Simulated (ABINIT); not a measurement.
## SiO2 (P6_422): G0W0 on several meshes in ABINIT

Aim: the GW shift of SiO2 (P6_422) against the k mesh.

Method: LDA and many-body steps on it, plane waves, in ABINIT 10.8.3.

## Step 1: The starting structure

Symmetry: P6_422, No. 181, hexagonal system. The conventional cell has a = 5.061 Å, b = 5.061 Å, c = 5.541 Å, α = 90.00°, β = 90.00°, γ = 120.00°. Si has 4 O at 1.61 Å nearest. Nearest to O lie 2 Si at 1.61 Å. Farther neighbours and most contacts between anions are not listed.

As a file:

```cif
data_structure
_symmetry_space_group_name_H-M 'P 1'
_symmetry_Int_Tables_number 1
_cell_length_a 5.0605
_cell_length_b 5.0605
_cell_length_c 5.5414
_cell_angle_alpha 90.000
_cell_angle_beta 90.000
_cell_angle_gamma 120.000
_cell_volume 122.90
loop_
_atom_site_label
_atom_site_type_symbol
_atom_site_fract_x
_atom_site_fract_y
_atom_site_fract_z
_atom_site_occupancy
Si1 Si 0.00000 0.50000 0.33333 1
Si2 Si 0.50000 0.50000 0.66667 1
Si3 Si 0.50000 0.00000 0.00000 1
O4 O 0.58279 0.79139 0.83333 1
O5 O 0.79139 0.58279 0.50000 1
O6 O 0.79139 0.20861 0.16667 1
O7 O 0.41721 0.20861 0.83333 1
O8 O 0.20861 0.41721 0.50000 1
O9 O 0.20861 0.79139 0.16667 1
```

The cell and positions are those that the Materials Project relaxed with its own functionals (PBE, PBE+U or r2SCAN), kept fixed.

## Step 2: Empty states on the mesh, 3×3×2 mesh, 646 bands

This step: ABINIT 10.8.3; DFT, LDA, plane waves, norm-conserving pseudopotentials.

The sums over transitions need many empty states on a uniform mesh; this step solves for them.

run.abi

```
acell 3*1.0 Angstrom
rprim 
  5.060522228394 0.000000000001 0.000000000000
  -2.530261114198 4.382540806204 0.000000000000
  0.000000000000 0.000000000000 5.541353310000
ntypat 2
znucl 14 8
natom 9
typat 1 1 1 2 2 2 2 2 2
xred 
  0.000000000000 0.500000000000 0.333333333333
  0.500000000000 0.500000000000 0.666666666667
  0.500000000000 0.000000000000 -0.000000000000
  0.582789260000 0.791394630000 0.833333333333
  0.791394630000 0.582789260000 0.500000000000
  0.791394630000 0.208605370000 0.166666666667
  0.417210740000 0.208605370000 0.833333333333
  0.208605370000 0.417210740000 0.500000000000
  0.208605370000 0.791394630000 0.166666666667
pp_dirpath "pseudos"
pseudos "Si.upf, O.upf"
ecut 36
ngkpt 3 3 2
nshiftk 1
shiftk 0 0 0
kptopt 1
chksymbreak 0
iscf -2
irdden 1
istwfk *1
nband 646
nbdbuf 58
tolwfr 1e-09
nstep 60
prtvol 0
indata_prefix "in"
outdata_prefix "out"
tmpdata_prefix "tmp"
```

On the command line:

```console
OMP_NUM_THREADS=1 mpirun -n 6 abinit run.abi > log
```

Numbers of over 12 decimals in the logs are rounded to 6 here.

What it wrote:

```text
.Version 10.8.3 of ABINIT. v10.8.2 released Aug 2026.

 Symmetries : space group P6_4 2 2 (#181); Bravais hP (primitive hexag.)
[... echo of the input left out ...]
== DATASET  1 ==================================================================
-   mpi_nproc: 6, omp_nthreads: 1 (-1 if OMP is not activated)

--- !DatasetInfo
iteration_state: {dtset: 1, }
dimensions: {natom: 9, nkpt: 6, mband: 646, nsppol: 1, nspinor: 1, nspden: 1, mpw: 8607, }
cutoff_energies: {ecut:  36.0, pawecutdg:  -1.0, }
[...]
5.89928    5.91141    5.91957    5.93924    5.93927    5.94895    5.96286    5.96299
   5.96730    5.96741    5.97238    5.98647    5.99756    6.00445    6.01340    6.01457
   6.01535    6.01626    6.01780    6.02221    6.02532    6.03619
 prteigrs : prtvol=0 or 1, do not print more k-points.

== END DATASET(S) ==============================================================
================================================================================

 -outvars: echo values of variables after computation  --------
            nband         646
             nkpt           6
          spgroup         181
 [... the other variables as echoed above ...]

 Calculation completed.
```

Wall time 11 min (6 MPI ranks of Arm Neoverse V1, shared host); peak memory 1.4 GiB.

This step gave:

| Item | Value |
| --- | --- |
| gap | 5.503 eV |
| k of the valence top | 0, 0, 0.5 |
| k of the conduction bottom | 0, 0, 0 |
| least direct gap | 5.695 eV |
| k points computed | 6 |
| lowest point of the top converged band, above the valence top | 153.5816 eV |

On this mesh the gap is 5.503 eV.

The density comes from a self-consistent run that is not shown.

## Step 3: Screening, 3×3×2 mesh, 135 bands, screening to 68.6 eV

The RPA dielectric matrix is built and inverted for each q.

This step: RPA screening on LDA, plane waves, norm-conserving pseudopotentials.

run.abi: that of step 2 with these lines changed.

```diff
@@ -27,10 +27,11 @@
 chksymbreak 0
-iscf -2
-irdden 1
 istwfk *1
-nband 646
-nbdbuf 58
-tolwfr 1e-09
-nstep 60
-prtvol 0
+occopt 1
+irdwfk 1
+optdriver 3
+nband 135
+ecuteps 2.52
+inclvkb 2
+awtr 1
+symchi 1
 indata_prefix "in"
```

On the command line:

```console
OMP_NUM_THREADS=1 mpirun -n 8 abinit run.abi > log
```

What it wrote:

```text
.Version 10.8.3 of ABINIT. v10.8.2 released Aug 2026.

 Symmetries : space group P6_4 2 2 (#181); Bravais hP (primitive hexag.)
[... echo of the input left out ...]
== DATASET  1 ==================================================================
-   mpi_nproc: 8, omp_nthreads: 1 (-1 if OMP is not activated)

--- !DatasetInfo
iteration_state: {dtset: 1, }
dimensions: {natom: 9, nkpt: 6, mband: 135, nsppol: 1, nspinor: 1, nspden: 1, mpw: 8607, }
cutoff_energies: {ecut:  36.0, pawecutdg:  -1.0, }
electrons: {nelect:   4.80000000E+01, charge:   0.00000000E+00, occopt:   1.00000000E+00, tsmear:   1.00000000E-02, }

 SCREENING: Calculation of the susceptibility and dielectric matrices

 Based on a program developped by R.W. Godby, V. Olevano, G. Onida, and L. Reining.
 Incorporated in ABINIT by V. Olevano, G.-M. Rignanese, and M. Torrent.
.Using double precision arithmetic ; gwpc =  8

[... cell and pseudopotentials left out ...]
--------------------------------------------------------------------------------

 ==== K-mesh for the wavefunctions ====
 Number of points in the irreducible wedge :     6
[... list of points left out ...]
 Together with 12 symmetry operations and time-reversal symmetry
 yields    18 points in the full Brillouin Zone.

 ==== Q-mesh for the screening function ====
 Number of points in the irreducible wedge :     6
[... list of points left out ...]
 Together with 12 symmetry operations and time-reversal symmetry
 yields    18 points in the full Brillouin Zone.

 setmesh: FFT mesh size selected  =    30x   30x   36
          total number of points  =        32400

 vcoul_init : cutoff-mode = AUXILIARY_FUNCTION
 q-points for optical limit:   1
     1)      0.000010    0.000020    0.000030

- screening: taking advantage of time-reversal symmetry
- Maximum band index for partially occupied states nbvw = 24
- Remaining bands to be divided among processors   nbcw = 111
- Number of bands treated by each node ~13

 Number of electrons calculated from density =   48.0000; Expected =   48.0000
 average of density, n =  0.057877
 r_s =    1.6037
 omega_plasma =   23.2065 [eV]

 calculating chi0 at frequencies [eV] :
  1    0.000000E+00    0.000000E+00
  2    0.000000E+00    2.320648E+01

--------------------------------------------------------------------------------
  q-point number  1        q = ( 0.000000, 0.000000, 0.000000) [r.l.u.]
--------------------------------------------------------------------------------
[... chi0 elements left out ...]
 For q-point:  0.000010 0.000020 0.000030
  dielectric constant =   2.3003
  dielectric constant without local fields =   2.4657

  Average fulfillment of the sum rule on Im[epsilon] for q-point    1 :     56.69  [%]
[... wings left out ...]
  q-point number  2        q = ( 0.333333, 0.000000, 0.000000) [r.l.u.]
--------------------------------------------------------------------------------
[... chi0 elements left out ...]
  Average fulfillment of the sum rule on Im[epsilon] for q-point    2 :     63.46  [%]

 [... 4 further q-points ...]
```

Elapsed: 33 s, on 8 MPI ranks; peak memory 2.4 GiB.

This step gave:

| Property | Result |
| --- | --- |
| ε∞ with local fields, on this mesh, along the program's q direction | 2.300 |
| the same without local fields | 2.466 |
| plasma frequency | 23.21 eV |
| plane waves in the screening matrix | 157 |

Local fields lower ε∞ by 7 %. On a Γ-centred mesh this coarse the value itself is usually too large, while a short band sum pulls it down.

## Step 4: 3×3×2

The self-energy is evaluated for the states that the input lists, and the levels follow from it, in one-shot runs by the linearised quasiparticle equation.

This step: G0W0 on LDA, plane waves, norm-conserving pseudopotentials.

run.abi: that of step 3 with these lines changed.

```diff
@@ -30,8 +30,17 @@
 irdwfk 1
-optdriver 3
+optdriver 4
 nband 135
+gwcalctyp 0
+ecutsigx 36
+symsigma 1
+nkptgw 2
+kptgw 
+  0.0000000000 0.0000000000 0.5000000000
+  0.0000000000 0.0000000000 0.0000000000
+bdgw 
+  23 26
+  22 27
 ecuteps 2.52
-inclvkb 2
-awtr 1
-symchi 1
+irdscr 1
+ppmodel 1
 indata_prefix "in"
```

What it wrote:

```text
.Version 10.8.3 of ABINIT. v10.8.2 released Aug 2026.

 Symmetries : space group P6_4 2 2 (#181); Bravais hP (primitive hexag.)
[... echo of the input left out ...]
== DATASET  1 ==================================================================
-   mpi_nproc: 8, omp_nthreads: 1 (-1 if OMP is not activated)

--- !DatasetInfo
iteration_state: {dtset: 1, }
dimensions: {natom: 9, nkpt: 6, mband: 135, nsppol: 1, nspinor: 1, nspden: 1, mpw: 8607, }
cutoff_energies: {ecut:  36.0, pawecutdg:  -1.0, }
electrons: {nelect:   4.80000000E+01, charge:   0.00000000E+00, occopt:   1.00000000E+00, tsmear:   1.00000000E-02, }

 SIGMA: Calculation of the GW corrections

 Based on a program developped by R.W. Godby, V. Olevano, G. Onida, and L. Reining.
 Incorporated in ABINIT by V. Olevano, G.-M. Rignanese, and M. Torrent.
.Using double precision arithmetic ; gwpc =  8

[... cell and pseudopotentials left out ...]
--------------------------------------------------------------------------------

 ==== K-mesh for the wavefunctions ====
 Number of points in the irreducible wedge :     6
[... list of points left out ...]
 Together with 12 symmetry operations and time-reversal symmetry
 yields    18 points in the full Brillouin Zone.

 ==== Q-mesh for screening function ====
 Number of points in the irreducible wedge :     6
[... list of points left out ...]
 Together with 12 symmetry operations and time-reversal symmetry
 yields    18 points in the full Brillouin Zone.

 vcoul_init : cutoff-mode = AUXILIARY_FUNCTION
 q-points for optical limit:   1
     1)      0.000010    0.000020    0.000030
 setmesh: FFT mesh size selected  =    45x   45x   60
          total number of points  =       121500

 Number of electrons calculated from density =   48.0000; Expected =   48.0000
 average of density, n =  0.057877
 r_s =    1.6037
 omega_plasma =   23.2065 [eV]

 === KS Band Gaps ===
  >>>> For spin  1
   Minimum direct gap =   5.6952 [eV], located at k-point      :   0.0000  0.0000  0.0000
   Fundamental gap    =   5.5029 [eV], Top of valence bands at :   0.0000  0.0000  0.5000
                                       Bottom of conduction at :   0.0000  0.0000  0.0000
 SIGMA fundamental parameters:
 PLASMON POLE MODEL  1
 number of plane-waves for SigmaX                 8543
 number of plane-waves for SigmaC and W            157
 number of plane-waves for wavefunctions          8543
 number of bands                                   135
 number of independent spin polarizations            1
 number of spinorial components                      1
 number of k-points in IBZ                           6
 number of q-points in IBZ                           6
 number of symmetry operations                      12
 number of k-points in BZ                           18
 number of q-points in BZ                           18
 number of frequencies for dSigma/dE                 9
 frequency step for dSigma/dE [eV]                0.25
 number of omega for Sigma on real axis              0
 max omega for Sigma on real axis  [eV]           0.00
 zcut for avoiding poles [eV]                     0.10

 EPSILON^-1 parameters (SCR file):
 dimension of the eps^-1 matrix on file            157
 dimension of the eps^-1 matrix used               157
 number of plane-waves for wavefunctions          8543
 number of bands                                   135
 number of q-points in IBZ                           6
 number of frequencies                               2
 number of real frequencies                          1
 number of imag frequencies                          1

 matrix elements of self-energy operator (all in [eV])

 Perturbative Calculation

--- !SelfEnergy_ee
iteration_state: {dtset: 1, }
kpoint     : [   0.000,    0.000,    0.500, ]
spin       : 1
KS_gap     :    7.308
QP_gap     :   10.470
Delta_QP_KS:    3.162
data: !SigmaeeData |
     Band     E0 <VxcDFT>   SigX SigC(E0)      Z dSigC/dE  Sig(E)    E-E0       E
       23  -0.394 -19.925 -25.777   4.130   0.822  -0.217 -21.340  -1.415  -1.809
       24  -0.394 -19.925 -25.777   4.130   0.822  -0.217 -21.340  -1.415  -1.809
       25   6.914 -11.536  -6.673  -2.855   0.870  -0.149  -9.789   1.747   8.661
       26   6.914 -11.536  -6.673  -2.855   0.870  -0.149  -9.789   1.747   8.661

--- !SelfEnergy_ee
iteration_state: {dtset: 1, }
kpoint     : [   0.000,    0.000,    0.000, ]
spin       : 1
KS_gap     :    5.695
QP_gap     :    8.588
Delta_QP_KS:    2.893
data: !SigmaeeData |
     Band     E0 <VxcDFT>   SigX SigC(E0)      Z dSigC/dE  Sig(E)    E-E0       E
       22  -0.866 -19.078 -24.917   4.027   0.823  -0.216 -20.568  -1.491  -2.356
       23  -0.866 -19.078 -24.917   4.027   0.823  -0.216 -20.568  -1.491  -2.356
       24  -0.586 -19.768 -25.614   4.109   0.822  -0.216 -21.196  -1.428  -2.014
       25   5.109 -10.324  -5.704  -2.952   0.878  -0.139  -8.860   1.464   6.574
       26   8.335 -11.205  -5.850  -3.044   0.867  -0.154  -9.202   2.004  10.338
       27   8.335 -11.205  -5.850  -3.044   0.867  -0.154  -9.202   2.004  10.338

== END DATASET(S) ==============================================================
================================================================================

 -outvars: echo values of variables after computation  --------
           etotal      0.0000000000E+00
            nband         135
             nkpt           6
          spgroup         181
 [... the other variables as echoed above ...]

 Calculation completed.
```

The job ended after 4.7 s (8 MPI ranks; peak memory 1.5 GiB; 36 s of CPU time).

Numbers from this step:

- G0W0 gap on the points computed: 8.383 eV
- starting gap on the mesh: 5.503 eV
- k of the valence top: 0, 0, 0.5
- k of the conduction bottom: 0, 0, 0
- Z at the valence top: 0.822
- Z at the conduction bottom: 0.878
- least direct G0W0 gap on the computed points: 8.588 eV

The gap on the mesh goes from 5.50 eV to 8.38 eV, a correction of +2.88 eV.

## Step 5: Empty states on the mesh, 3×3×4 mesh, 147 bands

This step: DFT, LDA, plane waves, norm-conserving pseudopotentials.

run.abi: that of step 4 with these lines changed.

```diff
@@ -22,3 +22,3 @@
 ecut 36
-ngkpt 3 3 2
+ngkpt 3 3 4
 nshiftk 1
@@ -27,20 +27,10 @@
 chksymbreak 0
+iscf -2
+irdden 1
 istwfk *1
-occopt 1
-irdwfk 1
-optdriver 4
-nband 135
-gwcalctyp 0
-ecutsigx 36
-symsigma 1
-nkptgw 2
-kptgw 
-  0.0000000000 0.0000000000 0.5000000000
-  0.0000000000 0.0000000000 0.0000000000
-bdgw 
-  23 26
-  22 27
-ecuteps 2.52
-irdscr 1
-ppmodel 1
+nband 147
+nbdbuf 12
+tolwfr 1e-09
+nstep 60
+prtvol 0
 indata_prefix "in"
```

What it wrote:

```text
.Version 10.8.3 of ABINIT. v10.8.2 released Aug 2026.

 Symmetries : space group P6_4 2 2 (#181); Bravais hP (primitive hexag.)
[... echo of the input left out ...]
== DATASET  1 ==================================================================
-   mpi_nproc: 8, omp_nthreads: 1 (-1 if OMP is not activated)
-    --> not optimal distribution: autoparal keyword recommended in input file <--

--- !DatasetInfo
iteration_state: {dtset: 1, }
dimensions: {natom: 9, nkpt: 9, mband: 147, nsppol: 1, nspinor: 1, nspden: 1, mpw: 8607, }
cutoff_energies: {ecut:  36.0, pawecutdg:  -1.0, }
[...]
1.77583    1.79878    1.81700    1.81700    1.83589    1.85042    1.86046    1.87305
   1.87305    1.87323    1.87323    1.89280    1.90617    1.90617    1.93463    1.93469
   1.95400    1.95438    1.97178
 prteigrs : prtvol=0 or 1, do not print more k-points.

== END DATASET(S) ==============================================================
================================================================================

 -outvars: echo values of variables after computation  --------
            nband         147
             nkpt           9
          spgroup         181
 [... the other variables as echoed above ...]

 Calculation completed.
```

The job ended after 1.7 min (8 MPI ranks; peak memory 0.82 GiB).

Numbers from this step:

```yaml
gap: 5.503 eV
k_of_the_valence_top: 0, 0, 0.5
k_of_the_conduction_bottom: 0, 0, 0
least_direct_gap: 5.695 eV
k_points_computed: 9
lowest_point_of_the_top_converged_band_above_the_valence_top: 49.67 eV
```

On this mesh the gap is 5.503 eV.

## Step 6: Screening, 3×3×4 mesh, 135 bands, screening to 68.6 eV

This step: RPA screening on LDA, plane waves, norm-conserving pseudopotentials.

run.abi: that of step 5 with these lines changed.

```diff
@@ -27,10 +27,11 @@
 chksymbreak 0
-iscf -2
-irdden 1
 istwfk *1
-nband 147
-nbdbuf 12
-tolwfr 1e-09
-nstep 60
-prtvol 0
+occopt 1
+irdwfk 1
+optdriver 3
+nband 135
+ecuteps 2.52
+inclvkb 2
+awtr 1
+symchi 1
 indata_prefix "in"
```

What it wrote:

```text
.Version 10.8.3 of ABINIT. v10.8.2 released Aug 2026.

 Symmetries : space group P6_4 2 2 (#181); Bravais hP (primitive hexag.)
[... echo of the input left out ...]
== DATASET  1 ==================================================================
-   mpi_nproc: 8, omp_nthreads: 1 (-1 if OMP is not activated)

--- !DatasetInfo
iteration_state: {dtset: 1, }
dimensions: {natom: 9, nkpt: 9, mband: 135, nsppol: 1, nspinor: 1, nspden: 1, mpw: 8607, }
cutoff_energies: {ecut:  36.0, pawecutdg:  -1.0, }
electrons: {nelect:   4.80000000E+01, charge:   0.00000000E+00, occopt:   1.00000000E+00, tsmear:   1.00000000E-02, }

 SCREENING: Calculation of the susceptibility and dielectric matrices

 Based on a program developped by R.W. Godby, V. Olevano, G. Onida, and L. Reining.
 Incorporated in ABINIT by V. Olevano, G.-M. Rignanese, and M. Torrent.
.Using double precision arithmetic ; gwpc =  8

[... cell and pseudopotentials left out ...]
--------------------------------------------------------------------------------

 ==== K-mesh for the wavefunctions ====
 Number of points in the irreducible wedge :     9
[... list of points left out ...]
 Together with 12 symmetry operations and time-reversal symmetry
 yields    36 points in the full Brillouin Zone.

 ==== Q-mesh for the screening function ====
 Number of points in the irreducible wedge :     9
[... list of points left out ...]
 Together with 12 symmetry operations and time-reversal symmetry
 yields    36 points in the full Brillouin Zone.

 setmesh: FFT mesh size selected  =    30x   30x   36
          total number of points  =        32400

 vcoul_init : cutoff-mode = AUXILIARY_FUNCTION
 q-points for optical limit:   1
     1)      0.000010    0.000020    0.000030

- screening: taking advantage of time-reversal symmetry
- Maximum band index for partially occupied states nbvw = 24
- Remaining bands to be divided among processors   nbcw = 111
- Number of bands treated by each node ~13

 Number of electrons calculated from density =   48.0000; Expected =   48.0000
 average of density, n =  0.057877
 r_s =    1.6037
 omega_plasma =   23.2065 [eV]

 calculating chi0 at frequencies [eV] :
  1    0.000000E+00    0.000000E+00
  2    0.000000E+00    2.320648E+01

--------------------------------------------------------------------------------
  q-point number  1        q = ( 0.000000, 0.000000, 0.000000) [r.l.u.]
--------------------------------------------------------------------------------
[... chi0 elements left out ...]
 For q-point:  0.000010 0.000020 0.000030
  dielectric constant =   2.3014
  dielectric constant without local fields =   2.4667

  Average fulfillment of the sum rule on Im[epsilon] for q-point    1 :     56.66  [%]
[... wings left out ...]
  q-point number  2        q = ( 0.333333, 0.000000, 0.000000) [r.l.u.]
--------------------------------------------------------------------------------
[... chi0 elements left out ...]
  Average fulfillment of the sum rule on Im[epsilon] for q-point    2 :     63.42  [%]

 [... 7 further q-points ...]
```

Wall time 62 s (8 MPI ranks); peak memory 2.9 GiB.

This step gave:

```yaml
eps_infinity_with_local_fields_on_this_mesh_along_the_program_s_q_direction: 2.301
the_same_without_local_fields: 2.467
plasma_frequency: 23.21 eV
plane_waves_in_the_screening_matrix: 157
```

[end of part 1 of 2]

[Paths, hosts, dates, memory and timing lines, banners, echoed tables and standing remarks are left out of the program output.]

[Logs are printed without paths, hosts, clocks, repeated set-up lines and the standing remarks that a program may print on its own settings, such as how far it seeks lower states.]

[Runs of the session that timed out or met a known fault of the program may be left out.]

[Hosts, paths, dates, database ids (printed as entryN), source tags and the programs' standing remarks are cut or masked in the printed files.]

[G0W0 gaps are taken among the corrected bands and points alone; a level outside them can change the order at an edge.]

[Where Ansatz stands beside ABINIT at settings called matched, ABINIT's density can come from a denser mesh and the files from another edition; pairs whose starting gaps differed by over 0.03 eV were left out, so agreement reads better than it is.]
